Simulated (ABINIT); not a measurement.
# How KI absorbs and reflects light

Aim: the dielectric function of KI, and the optical constants that follow from it.

Program: ABINIT 10.8.3. Level of theory: DFT, PBE, plane waves with norm-conserving potentials (PseudoDojo), scalar-relativistic, independent-particle linear optical response without local fields. Results are calculated unless marked as measured.

### Step 1. The structure

It takes space group Fm-3m (No. 225, cubic). Conventional cell: a = 7.066 Å, b = 7.066 Å, c = 7.066 Å, α = 90.00°, β = 90.00°, γ = 90.00°. Nearest to I lie 6 K at 3.53 Å. K has 6 I at 3.53 Å nearest. Farther neighbours and most contacts between anions are not listed.

### Step 2. Ground state, bands and velocity matrix elements

The self-consistent density comes first; it also tells whether there is a gap, which decides the occupations and the need for a Drude term.

This step: DFT, PBE, plane waves with norm-conserving potentials (PseudoDojo), scalar-relativistic, ground state, bands at fixed density and velocity matrix elements (ABINIT 10.8.3).

run.abi

```
# ground state, bands on a dense mesh, and the derivatives d/dk of the wave functions
ndtset 3

ngkpt1 6 6 6
shiftk1 0.0 0.0 0.0
tolvrs1 1.0d-12
nband1 12
prtden1 1

iscf2 -2
getden2 1
ngkpt2 9 9 9
shiftk2 0.0 0.0 0.0
kptopt2 1
nband2 46
nbdbuf2 4
tolwfr2 1.0d-14

optdriver3 8
wfk_task3 "wfk_ddk"
prtevk3 1
getwfk3 2
getden3 1
iscf3 -2
ngkpt3 9 9 9
shiftk3 0.0 0.0 0.0
kptopt3 1
nband3 46

nshiftk 1
occopt 3
tsmear 0.001837
ecut 35.0
nstep 80
iomode 3
chksymbreak 0
chkprim 0
chksymtnons 0
acell 3*1.0 Angstrom
rprim
  0.000000000000 3.532775000000 3.532775000000
  3.532775000000 0.000000000000 3.532775000000
  3.532775000000 3.532775000000 0.000000000000
natom 2
ntypat 2
znucl 53 19
typat 1 2
xred
  0.500000000000 0.500000000000 0.500000000000
  0.000000000000 0.000000000000 0.000000000000
pseudos "I.upf, K.upf"
```

Launch:

```sh
> mpirun -n 4 abinit run.abi
```

Numbers of over 12 decimals in the logs are rounded to 6 here.

What it wrote:

```text
DATASET    1 : space group Fm -3 m (#225); Bravais cF (face-center cubic)
 DATASET    2 : space group Fm -3 m (#225); Bravais cF (face-center cubic)
 DATASET    3 : space group Fm -3 m (#225); Bravais cF (face-center cubic)
            ngfft          54      54      54
                         0.11111    0.11111    0.05556    0.02778    0.11111    0.05556
                         0.01389    0.11111    0.11111    0.05556
                         0.03292    0.03292    0.03292    0.03292    0.03292    0.03292
                         0.01646    0.00823    0.03292    0.03292    0.03292    0.03292
                         0.01646    0.00823    0.03292    0.03292    0.01646    0.00823
                         0.01646    0.03292    0.06584    0.06584    0.03292    0.06584
                         0.06584    0.03292    0.03292    0.03292    0.03292
                         0.03292    0.03292    0.03292    0.03292    0.03292    0.03292
                         0.01646    0.00823    0.03292    0.03292    0.03292    0.03292
                         0.01646    0.00823    0.03292    0.03292    0.01646    0.00823
                         0.01646    0.03292    0.06584    0.06584    0.03292    0.06584
                         0.06584    0.03292    0.03292    0.03292    0.03292
== DATASET  1 ==================================================================
 Real(R)+Recip(G) space primitive vectors, cartesian coordinates (Bohr,Bohr^-1):
 R(1)=  0.0000000  6.6759772  6.6759772  G(1)= -0.0748954  0.0748954  0.0748954
 R(2)=  6.6759772  0.0000000  6.6759772  G(2)=  0.0748954 -0.0748954  0.0748954
 R(3)=  6.6759772  6.6759772  0.0000000  G(3)=  0.0748954  0.0748954 -0.0748954
 Unit cell volume ucvol=  5.9507887E+02 bohr^3
 Angles (23,13,12)=  6.00000000E+01  6.00000000E+01  6.00000000E+01 degrees
 getcut: wavevector=  0.0000  0.0000  0.0000  ngfft=  54  54  54
     iter   Etot(hartree)      deltaE(h)  residm     vres2
 ETOT  1  -43.085949402327    -4.309E+01 1.996E-02 9.083E+01
 ETOT  2  -43.102452727280    -1.650E-02 7.382E-03 4.075E+00
 ETOT  3  -43.102564495771    -1.118E-04 2.189E-03 6.243E-01
 ETOT  4  -43.102572903215    -8.407E-06 9.069E-04 8.053E-02
 ETOT  5  -43.102574318043    -1.415E-06 6.979E-04 1.393E-03
 ETOT  6  -43.102574422813    -1.048E-07 2.948E-04 8.878E-05
 ETOT  7  -43.102574425073    -2.260E-09 2.457E-04 3.415E-06
 ETOT  8  -43.102574425195    -1.224E-10 1.002E-04 1.044E-07
 ETOT  9  -43.102574425203    -7.390E-12 1.317E-04 1.028E-09
 ETOT 10  -43.102574425199     3.929E-12 9.533E-05 2.759E-11
 ETOT 11  -43.102574425203    -4.704E-12 9.708E-05 1.219E-12
 ETOT 12  -43.102574425203     1.066E-13 1.004E-04 6.745E-14
 At SCF step   12       vres2   =  6.74E-14 < tolvrs=  1.00E-12 =>converged.
 Cartesian components of stress tensor (hartree/bohr^3)
  sigma(1 1)= -1.93324331E-05  sigma(3 2)=  0.00000000E+00
  sigma(2 2)= -1.93324331E-05  sigma(3 1)=  0.00000000E+00
  sigma(3 3)= -1.93324331E-05  sigma(2 1)=  0.00000000E+00
 Mean square residual over all n,k,spin=   94.948E-08; max=  10.038E-05
 Fermi (or HOMO) energy (hartree) =   0.10400   Average Vxc (hartree)=  -0.26575
 Eigenvalues (hartree) for nkpt=  16  k points:
 kpt#   1, nband= 12, wtk=  0.00463, kpt=  0.0000  0.0000  0.0000 (reduced coord)
  -1.04299   -0.43616   -0.43616   -0.43616   -0.38166    0.00435    0.00435    0.00435
   0.14997    0.24342    0.24342    0.24342
   2.00000    2.00000    2.00000    2.00000    2.00000    2.00000    2.00000    2.00000
   0.00000    0.00000    0.00000    0.00000
kinetic             :  1.34669193400070E+01
hartree             :  9.56442330157919E+00
xc                  : -1.04106366142858E+01
Ewald energy        : -2.74618377792638E+01
psp_core            :  7.41944137873510E-01
local_psp           : -3.51498725253895E+01
non_local_psp       :  6.14648571427618E+00
internal            : -4.31025744252033E+01
'-kT*entropy'       : -4.67491797029600E-15
total_energy        : -4.31025744252033E+01
total_energy_eV     : -1.17288080088035E+03
 Cartesian components of stress tensor (hartree/bohr^3)
  sigma(1 1)= -1.93324331E-05  sigma(3 2)=  0.00000000E+00
  sigma(2 2)= -1.93324331E-05  sigma(3 1)=  0.00000000E+00
  sigma(3 3)= -1.93324331E-05  sigma(2 1)=  0.00000000E+00
-Cartesian components of stress tensor (GPa)         [Pressure=  5.6878E-01 GPa]
== DATASET  2 ==================================================================
 Real(R)+Recip(G) space primitive vectors, cartesian coordinates (Bohr,Bohr^-1):
 R(1)=  0.0000000  6.6759772  6.6759772  G(1)= -0.0748954  0.0748954  0.0748954
 R(2)=  6.6759772  0.0000000  6.6759772  G(2)=  0.0748954 -0.0748954  0.0748954
 R(3)=  6.6759772  6.6759772  0.0000000  G(3)=  0.0748954  0.0748954 -0.0748954
 Unit cell volume ucvol=  5.9507887E+02 bohr^3
 Angles (23,13,12)=  6.00000000E+01  6.00000000E+01  6.00000000E+01 degrees
 getcut: wavevector=  0.0000  0.0000  0.0000  ngfft=  54  54  54
 Mean square residual over all n,k,spin=   50.733E-16; max=  99.893E-16
 Eigenvalues (hartree) for nkpt=  35  k points:
 kpt#   1, nband= 46, wtk=  0.00137, kpt=  0.0000  0.0000  0.0000 (reduced coord)
  -1.04299   -0.43616   -0.43616   -0.43616   -0.38166    0.00435    0.00435    0.00435
   0.14997    0.24342    0.24342    0.24342    0.26985    0.26985    0.36592    0.47509
   0.47509    0.47509    0.48175    0.48175    0.48175    0.55639    0.55639    0.63653
   0.71813    0.71813    0.71813    0.76221    0.76221    0.76221    0.80206    0.80206
   0.83164    0.83164    0.83164    0.93888    1.01370    1.01370    1.01370    1.05617
   1.06846    1.06846    1.06846    1.13393    1.13398    1.13436
== DATASET  3 ==================================================================
            ngfft          54      54      54
                         0.11111    0.11111    0.05556    0.02778    0.11111    0.05556
                         0.01389    0.11111    0.11111    0.05556
                         0.03292    0.03292    0.03292    0.03292    0.03292    0.03292
                         0.01646    0.00823    0.03292    0.03292    0.03292    0.03292
                         0.01646    0.00823    0.03292    0.03292    0.01646    0.00823
                         0.01646    0.03292    0.06584    0.06584    0.03292    0.06584
                         0.06584    0.03292    0.03292    0.03292    0.03292
                         0.03292    0.03292    0.03292    0.03292    0.03292    0.03292
                         0.01646    0.00823    0.03292    0.03292    0.03292    0.03292
                         0.01646    0.00823    0.03292    0.03292    0.01646    0.00823
                         0.01646    0.03292    0.06584    0.06584    0.03292    0.06584
                         0.06584    0.03292    0.03292    0.03292    0.03292
[shortened to cell, iterations, levels, energies and stress; the echo of variables, forces, comments, warnings and credits are left out]
```

Wall time 1.9 min (4 MPI ranks of Intel Xeon Platinum 8488C (Sapphire Rapids), shared host); peak memory 0.15 GiB; 7.5 min of CPU time.

Numbers from this step:

| Property | Result |
| --- | --- |
| total energy | -43.10 Ha |
| gap on the k-mesh | 3.962 eV |
| direct gap on the mesh | 3.962 eV |

There is a gap, 3.96 eV on this mesh (points off the mesh can give less), so no carriers' term is needed.

### Step 3. Optical response

The spectrum is a sum over vertical transitions between filled and empty bands at the fixed density, so many empty bands are needed.

This step: DFT, PBE, plane waves with norm-conserving potentials (PseudoDojo), scalar-relativistic, independent-particle linear optical response without local fields (ABINIT 10.8.3).

optic.abi

```
&FILES
 ddkfile_1 = 'runo_DS3_1_EVK.nc',
 ddkfile_2 = 'runo_DS3_2_EVK.nc',
 ddkfile_3 = 'runo_DS3_3_EVK.nc',
 wfkfile = 'runo_DS2_WFK.nc'
/
&PARAMETERS
 broadening = 0.001837,
 domega = 0.0020212,
 maxomega = 0.80849,
 scissor = 0.0,
 tolerance = 0.002,
 nband_sum = 42
/
&COMPUTATIONS
 num_lin_comp = 1,
 lin_comp = 11,
 num_nonlin_comp = 0,
 num_linel_comp = 0,
 num_nonlin2_comp = 0
/
```

Launch:

```sh
> optic optic.abi
```

What it wrote:

```text

 OPTIC has originally been developed by
 S. Sharma, J. K. Dewhurst and C. Ambrosch-Draxl, Phys. Rev. B 67, 165332 (2003), and
 S. Sharma and C. Ambrosch-Draxl, Physica Scripta T 109 (2004).

 rprimd(bohr)      =   0.00000   6.67598   6.67598
                       6.67598   0.00000   6.67598
                       6.67598   6.67598   0.00000
 natom             =       2
 nkpt,mband        =      35      46
 ecut              =  35.00000 Ha
 newocc: new Fermi energy is       0.055939 , with nelect=     16.000000, Number of bisection calls: 1
 Fermi level: 1.5222  (eV)

 fermie            =   0.05594 Ha   1.52216 eV
 Scissor shift     =   0.00000 Ha
 Tolerance on closeness to singularities     =   0.00200 Ha
 Smearing factor      =   0.00184 Ha
 Will use the antiresonant approximation (meaning that the antiresonant terms are neglected)
 Will not perform the bands decomposition
 linear coeffs to be calculated :
 11
 non-linear coeffs to be calculated :

 electronic part of electro-optic coeffs to be calculated :

 non-linear coeffs (V2) to be calculated :

 linear optic matrix elements will be printed :0
 optic : Call pmat2cart
 No scissor shift to be applied. Returning to main optic routine.
 optic : Call linopt
  linopt            1           1
 calculated the component:           1           1   of dielectric function
  with broadening:         (0.000000,1.83700000000000009E-003)
 and scissors shift:   0.000000
 energy window:   57.607663      eV   2.117043      Ha
 optic : Call nlinopt
 optic : Call linelop
 optic : Call nonlinopt

================================================================================

 Calculation completed.
-
program: optic
version: 10.8.3
start_datetime:
end_datetime:
overall_cpu_time:           0.2
overall_wall_time:           0.2
mpi_procs: 1
omp_threads: 1
...
```

The job ended after 0.86 s (1 thread; peak memory 0.05 GiB).

Numbers from this step:

```
electronic dielectric constant ε∞, mean over x, y and z (by symmetry where fewer were run) : 3.231
centre of weight of the strongest loss peak in the window                                  : 14.24 eV
```

The Im ε, E ∥ x has structure finer than the step of the table below, so its rows give means over 0.5 eV, whole bins alone (the curve runs from 0.0550 to 21.9 eV). Peaks (eV: height): 5.61: 5.93, 5.94: 7.46, 6.16: 7.57, 6.60: 5.01, 7.31: 5.53, 7.75: 7.69, 8.41: 4.67.

Sum at mesh points, not converged in k; values under the direct gap are tails of Lorentzian lines. Table of Im ε, E ∥ x by photon energy; means over each step:

| photon energy (eV) | Im ε, E ∥ x |
| --- | --- |
| 0.5 | 0.00222 |
| 1.0 | 0.00463 |
| 1.5 | 0.00744 |
| 2.0 | 0.0110 |
| 2.5 | 0.0161 |
| 3.0 | 0.0241 |
| 3.5 | 0.0428 |
| 4.0 | 0.209 |
| 4.5 | 0.702 |
| 5.0 | 1.32 |
| 5.5 | 3.34 |
| 6.0 | 5.97 |
| 6.5 | 4.91 |
| 7.0 | 3.62 |
| 7.5 | 5.30 |
| 8.0 | 4.55 |
| 8.5 | 3.54 |
| 9.0 | 3.06 |
| 9.5 | 1.43 |
| 10.0 | 0.622 |
| 10.5 | 0.735 |
| 11.0 | 1.13 |
| 11.5 | 0.575 |
| 12.0 | 0.522 |
| 12.5 | 1.33 |
| 13.0 | 1.53 |
| 13.5 | 0.962 |
| 14.0 | 0.566 |
| 14.5 | 0.340 |
| 15.0 | 0.305 |
| 15.5 | 0.375 |
| 16.0 | 0.340 |
| 16.5 | 0.288 |
| 17.0 | 0.305 |
| 17.5 | 0.492 |
| 18.0 | 0.553 |
| 18.5 | 0.643 |
| 19.0 | 0.774 |
| 19.5 | 0.865 |
| 20.0 | 1.01 |
| 20.5 | 1.55 |
| 21.0 | 0.956 |
| 21.5 | 0.583 |

The reflectivity at normal incidence, E ∥ x has structure finer than the step of the table below, so its rows give means over 0.5 eV, whole bins alone (the curve runs from 0.0550 to 21.9 eV). Peaks (eV: height): 8.03: 44.4, 8.58: 38.2, 8.85: 35.0, 9.29: 50.6, 9.51: 50.4, 9.84: 53.5, 13.53: 33.4.

Sum at mesh points, not converged in k. Reflectivity at normal incidence, E ∥ x against photon energy; means over each step:

| photon energy (eV) | reflectivity at normal incidence, E ∥ x (%) |
| --- | --- |
| 0.5 | 8.17 |
| 1.0 | 8.31 |
| 1.5 | 8.55 |
| 2.0 | 8.92 |
| 2.5 | 9.44 |
| 3.0 | 10.2 |
| 3.5 | 11.4 |
| 4.0 | 13.4 |
| 4.5 | 14.8 |
| 5.0 | 17.3 |
| 5.5 | 23.8 |
| 6.0 | 27.5 |
| 6.5 | 25.2 |
| 7.0 | 18.9 |
| 7.5 | 25.7 |
| 8.0 | 34.1 |
| 8.5 | 30.5 |
| 9.0 | 35.9 |
| 9.5 | 45.1 |
| 10.0 | 37.1 |
| 10.5 | 10.1 |
| 11.0 | 15.5 |
| 11.5 | 10.5 |
| 12.0 | 2.35 |
| 12.5 | 7.52 |
| 13.0 | 13.6 |
| 13.5 | 21.1 |
| 14.0 | 14.1 |
| 14.5 | 9.22 |
| 15.0 | 2.39 |
| 15.5 | 2.10 |
| 16.0 | 1.59 |
| 16.5 | 0.785 |
| 17.0 | 0.591 |
| 17.5 | 1.37 |
| 18.0 | 1.65 |
| 18.5 | 2.14 |
| 19.0 | 3.06 |
| 19.5 | 3.71 |
| 20.0 | 4.35 |
| 20.5 | 10.0 |
| 21.0 | 12.5 |
| 21.5 | 3.17 |

The loss function −Im 1/ε at q → 0, E ∥ x has structure finer than the step of the table below, so its rows give means over 0.5 eV, whole bins alone (the curve runs from 0.0550 to 21.9 eV). Peaks (eV: height): 10.17: 1.81, 11.33: 1.74, 11.49: 1.68, 13.58: 1.74, 13.80: 1.77, 14.19: 2.20, 14.46: 2.94.

Sum at mesh points, not converged in k; values under the direct gap are tails of Lorentzian lines. The loss function −Im 1/ε at q → 0, E ∥ x by energy loss; means over each step:

energy loss (eV), loss function −Im 1/ε at q → 0, E ∥ x and a bar:
```
      0.5       0.00 
      1.0       0.00 
      1.5       0.00 
      2.0       0.00 
      2.5       0.00 
      3.0       0.00 
      3.5       0.00 
      4.0       0.01 
      4.5       0.03 #
      5.0       0.04 #
      5.5       0.05 #
      6.0       0.10 ##
      6.5       0.19 ###
      7.0       0.20 ####
      7.5       0.16 ###
      8.0       0.23 ####
      8.5       0.28 #####
      9.0       0.28 #####
      9.5       0.39 #######
     10.0       1.13 ####################
     10.5       1.16 #####################
     11.0       0.89 ################
     11.5       1.37 #########################
     12.0       0.48 #########
     12.5       0.49 #########
     13.0       0.59 ###########
     13.5       1.10 ####################
     14.0       1.67 ##############################
     14.5       1.55 ############################
     15.0       0.66 ############
     15.5       0.63 ###########
     16.0       0.53 ##########
     16.5       0.36 ######
     17.0       0.27 #####
     17.5       0.31 ######
     18.0       0.36 #######
     18.5       0.38 #######
     19.0       0.39 #######
     19.5       0.43 ########
     20.0       0.37 #######
     20.5       0.49 #########
     21.0       1.01 ##################
     21.5       0.64 ###########
```

From ε follow the optical constants at some laser and lamp lines:

| wavelength (nm) | n | k | R (%) | 1/α |
| --- | --- | --- | --- | --- |
| 1550 | 1.81 | 0.001 | 8.2 | 123 µm |
| 1064 | 1.81 | 0.002 | 8.4 | 56 µm |
| 800 | 1.83 | 0.002 | 8.6 | 30 µm |
| 450 | 1.91 | 0.005 | 9.8 | 7.0 µm |
| 308 | 2.12 | 0.049 | 12.9 | 500 nm |
| 248 | 2.49 | 0.507 | 20.0 | 39 nm |
| 193 | 1.71 | 1.487 | 28.4 | 10 nm |

Below the direct gap, k and the depth come from the tails of the Lorentzian lines, not from transitions.

Rows near the edge hang on the gap, which this functional as a rule makes too small, and phonon-assisted absorption is left out.

### Step 4. What came out

```
electronic dielectric constant ε∞, mean over x, y and z (by symmetry where fewer were run) (independent particles) : 3.23
centre of weight of the strongest loss peak in the window, first axis                                              : 14.2 eV
```

In words: At this level (PBE, independent particles) KI has ε∞ = 3.23 and n = 1.81 at 1550 nm. On the mesh the gap is 3.96 eV and the least direct gap 3.96 eV. Excitons and phonon-assisted transitions are missing, and so are local fields; PBE gaps are as a rule too small, which pulls the onset down and ε∞ up. Spin-orbit coupling is left out although heavy atoms are present. The sum runs over mesh points 0.17 Å⁻¹ apart with no interpolation, so peaks are partly noise of the mesh and static values carry its error. Besides steps told in other documents, this task had 1 run with a known fault of program or setting; those not told in a step above aren't shown.

[Logs are printed without paths, hosts, clocks, repeated set-up lines and the standing remarks that a program may print on its own settings, such as how far it seeks lower states.]

[Hosts, paths, dates, database ids (printed as entryN), source tags and the programs' standing remarks are cut or masked in the printed files.]
